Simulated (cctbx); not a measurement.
# Accept or mend?

Cell a = 7.9420 Å, b = 7.9420 Å, c = 6.3710 Å, α = 90.00°, β = 90.00°, γ = 120.00°; space group P6_3/mcm (no. 193).

Simulated single-crystal data (cctbx): Mo Kα, λ = 0.71073 Å, to d = 0.8 Å, 95 % of the full sphere, strongest reflection 70000 counts, noise from counting, a 4 % proportional error and a noise floor of 4 counts (s.d.); no absorption.

An isotropic refinement with weights 1/σ² prints:

```text
Rint 0.033, 147 unique reflections to 0.80 A
cycle     R1     wR2    GooF  max shift (A)
   1  0.3666  0.7049  55.618   0.09736
   9  0.0133  0.0501   3.954   0.00010
final R1 0.0133 wR2 0.0501 GooF 3.954  parameters 8  data/parameter 18.4
atom        x        y        z      Ueq    occ   su(xyz)  su(Uiso or U11)
As1    0.61689  0.00000  0.75000   0.0134  1.000  0.00006  0.0003
Ca1    0.33333  0.66667  0.50000   0.0173  1.000  0.00000  0.0004
Mg1    0.25250  0.00000  0.75000   0.0233  1.000  0.00028  0.0005
Mg2    0.80085  0.60256  0.25000   1.0000  1.000  0.01470  0.0659
difference map: max 0.41 min -0.37 rms 0.13
Q1    0.0000  0.0000  0.0000    2    0.41  2.56 A from Mg1
Q2    0.0000  0.0658  0.5523   12    0.33  1.95 A from Mg1
Q3    0.3333  0.6667  0.0000    4    0.26  0.00 A from Ca1
Q4    0.0902  0.5451  0.0000   12    0.24  1.67 A from Ca1
Q5    0.0000  0.0763  0.7500    6    0.21  1.40 A from Mg1
Q6    0.0000  0.4059  0.5269   12    0.16  1.77 A from As1
```

Q: Accept it or mend it, and why?

Mend it. The fault: spurious atom: Mg2. Against the right model at the same level, R1 goes from 0.0060 to 0.0133 and GooF from 0.92 to 3.95, Mg2 takes U = the program's ceiling and the top difference peak, 0.4 e/Å³, lies 2.56 Å from Mg1. A site with no density behind it hides by a very large U or drifts.

The compound is Ca2Mg3As3. The right model at the same level gives:

```text
Rint 0.033, 147 unique reflections to 0.80 A
cycle     R1     wR2    GooF  max shift (A)
   1  0.0937  0.3150  24.589   0.02927
   2  0.0060  0.0118   0.921   0.00009
final R1 0.0060 wR2 0.0118 GooF 0.921  parameters 5  data/parameter 29.4
atom        x        y        z      Ueq    occ   su(xyz)  su(Uiso or U11)
As1    0.61689  0.00000  0.75000   0.0137  1.000  0.00001  0.0001
Ca1    0.33333  0.66667  0.50000   0.0176  1.000  0.00000  0.0001
Mg1    0.25253  0.00000  0.75000   0.0235  1.000  0.00007  0.0001
difference map: max 0.11 min -0.21 rms 0.04
Q1    0.0000  0.0000  0.0000    2    0.11  2.56 A from Mg1
Q2    0.0986  0.5048  0.5190   24    0.11  1.66 A from Ca1
Q3    0.0922  0.1845  0.0000   12    0.09  1.94 A from Mg1
Q4    0.1726  0.4617  0.0686   24    0.09  1.55 A from Ca1
Q5    0.0855  0.5426  0.7500   12    0.08  1.10 A from As1
Q6    0.0576  0.3607  0.7500   12    0.08  0.74 A from Mg1
```

This is a model crystal, built by substitution and not relaxed, with assumed displacement parameters.

[Middle refinement cycles are left out of these outputs.]

[Logs are printed without paths, hosts, clocks, repeated set-up lines and the standing remarks that a program may print on its own settings, such as how far it seeks lower states.]
